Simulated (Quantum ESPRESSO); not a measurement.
**InP, zinc blende: band edges under a change of volume**

How fast do the gaps move when the cell is scaled evenly?

Calculated with Quantum ESPRESSO 7.5, PBEsol, GBRV 1.5 ultrasoft potentials, cutoff 680 eV, Fermi–Dirac smearing 0.02 eV, k-mesh 8×8×8, no spin polarisation, no spin-orbit coupling.

Reference cell, relaxed at zero pressure with PBEsol (F-43m): a = 4.1532 Å, b = 4.1532 Å, c = 4.1532 Å, α = 60.00°, β = 60.00°, γ = 60.00°.

```
atom       x       y       z
  In  0.0000  0.0000  0.0000
   P  0.7500  0.7500  0.7500
```

Levels are read on the k-mesh and along lines from Γ to X = (0.5, 0, 0.5), L = (0.5, 0.5, 0.5), K = (0.375, 0.375, 0.75) and W = (0.5, 0.25, 0.75) in the reciprocal basis of this cell (the letters only name these points), and count from the highest filled level.

| ln(V/V0) | gap (eV) | direct gap at Γ (eV) |
| --- | --- | --- |
| −0.0619 | 0.882 | 0.882 |
| −0.0408 | 0.773 | 0.773 |
| −0.0202 | 0.665 | 0.665 |
| 0.0000 | 0.558 | 0.558 |
| 0.0198 | 0.453 | 0.453 |
| 0.0583 | 0.249 | 0.249 |

**Question.** Fit the direct gap at Γ and give it at ln(V/V0) = 0.0392, a row left out above.

A straight line through the 6 rows: the means are −0.007467 for ln(V/V0) and 0.5967 for the level, Σ(Δx)² = 0.009361 and ΣΔxΔy = −0.04935, so the slope is −0.04935/0.009361 = −5.2721 and the intercept 0.5967 − (−5.2721)(−0.007467) = 0.5573.

The slope is the volume deformation potential of this gap, −5.27 eV, as a mean over the range. The line gives 0.351 eV. The run itself gives 0.350 eV, so the estimate misses by 0.001 eV, a rounding's worth.

The gap is direct at Γ in every row. Semilocal functionals give gaps that are too small, and the error differs from valley to valley, so the order of close valleys can be wrong too. Spin-orbit coupling, left out here, splits the valence top by 0.1 eV or more with such elements and lowers the gap.

[Logs are printed without paths, hosts, clocks, repeated set-up lines and the standing remarks that a program may print on its own settings, such as how far it seeks lower states.]
